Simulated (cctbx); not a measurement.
# Lattice, Laue class and space group of a new crystal

Cell: a = 4.1020 Å, b = 15.0400 Å, c = 6.6710 Å, α = 90.00°, β = 90.00°, γ = 90.00°. Expected content of the cell: Os4 Lu4 Al16.

The data are simulated with cctbx, not measured: Ag Kα, λ = 0.56087 Å, to d = 0.77 Å, 50 % of the full sphere, strongest reflection 70000 counts, noise from counting, a 6 % proportional error and a noise floor of 4 counts (s.d.); no absorption.

A first pass over the reflections prints:

```text
1919 reflections to d = 0.770 A
centring   violations  <I/sigma> of those
    A        450 of   978      6.9
    B        450 of   968      6.9
    C          0 of   952      0.0
    I        433 of   980      6.5
    R        579 of  1275      6.7
    F        450 of  1449      4.6
Laue class    unique    Rint  (classes that these axes allow; Friedel mates merged)
C 1 2/m 1         463   0.038
C 2/m 1 1         490   0.039
C m m m           293   0.040
space group    extra absences  I>4sigma  <I/sigma>
C 2 2 21                2          0       0.9  acentric
C 2 2 2                 0          0         -  acentric
C m m 2                 0          0         -  acentric
C m c 21               17          0      -0.0  acentric
C 2 m m                 0          0         -  acentric
C m 2 m                 0          0         -  acentric
C 2 c m                17          0      -0.0  acentric
C m c m                17          0      -0.0  centric
C m m m                 0          0         -  centric
Wilson B = 0.53 A^2   <|E^2-1|> = 0.817 (0.968 centric, 0.736 acentric)   E^2>4: 0.7 %
shell (A)         n   <I/sigma>
 6.67 - 1.53     45     21.1
 1.53 - 1.22     42     22.2
 1.22 - 1.07     30     23.4
 1.07 - 0.97     34     21.5
 0.97 - 0.90     40     23.7
 0.90 - 0.85     32     22.6
 0.85 - 0.81     35     21.7
 0.81 - 0.77     35     23.8
```

Q: Read the symmetry from these tables.

The reflections that C centring forbids are absent (⟨I/σ⟩ near 0), so the lattice is C.

Rint stays low (0.038 to 0.040) up to C m m m, the highest class in these axes.

9 settings pass the absence test. The most absences obeyed, 17, belong to C m c 21, C 2 c m and C m c m, which absences can't tell apart.

⟨|E²−1|⟩ = 0.817 lies between the two ideal values. The Wilson B of 0.53 Å² means U ≈ 0.0067 Å².

The true group is Cmcm (no. 63), Laue class mmm, centrosymmetric. The tables only narrow the choice to the tied entries; cell content, site symmetry and trial solutions must settle it.

The model was made for the exercise: a known structure type with other elements put in, its volume estimated, not relaxed; displacement parameters are assumed.

[Logs are printed without paths, hosts, clocks, repeated set-up lines and the standing remarks that a program may print on its own settings, such as how far it seeks lower states.]
